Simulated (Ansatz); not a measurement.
The compound is SrFeO3 (cubic perovskite) (Pm-3m).

```yaml
crystal:
  lattice:
    - [0.00000, -3.69646, 0.00000]
    - [0.00000, 0.00000, 3.69646]
    - [-3.69646, 0.00000, 0.00000]
  atoms:
    - { symbol: Sr, position: [0.00000, 0.00000, 0.00000] }
    - { symbol: Fe, position: [0.50000, 0.50000, 0.50000] }
    - { symbol: O, position: [0.50000, 0.50000, 0.00000] }
    - { symbol: O, position: [0.50000, 0.00000, 0.50000] }
    - { symbol: O, position: [0.00000, 0.50000, 0.50000] }
```

The structure was relaxed with LDA. The structure type comes from a generator and need not be one that this composition takes. The structure was generated from a model, not taken from a measurement. The runs that relaxed it are not among those shown. The program's search for lower electronic states was switched off, so nothing shows that the state found is the lowest. PAW set soft_2, made with PBE.

A constrained-RPA run (Ansatz 0.2.0; non-magnetic LDA; Fe d + anion p, bands v11 to c3, 4×4×4 mesh, medium accuracy) builds 14 functions on bands 12 eV wide, with 22.0 electrons in the window. The bare on-site interaction is 24.7 eV and the bare J 0.87 eV.

Q: Estimate U, U′ and J.

On the Fe d shell, U = 11.08 eV (45 % of the bare value), U′ = 9.62 eV, J = 0.73 eV.

The parent state is non-magnetic and the interaction static (zero frequency); U depends on the window and the orbitals, so it belongs to this model alone. A window that holds the anion p bands defines a model with explicit ligands; its U belongs to that model and is not the U of DFT+U.

[Paths, hosts, dates, memory and timing lines, banners, echoed tables and standing remarks are left out of the program output.]

[Logs are printed without paths, hosts, clocks, repeated set-up lines and the standing remarks that a program may print on its own settings, such as how far it seeks lower states.]

[Runs of the session that timed out or met a known fault of the program may be left out.]

[Hosts, paths, dates, database ids (printed as entryN), source tags and the programs' standing remarks are cut or masked in the printed files.]
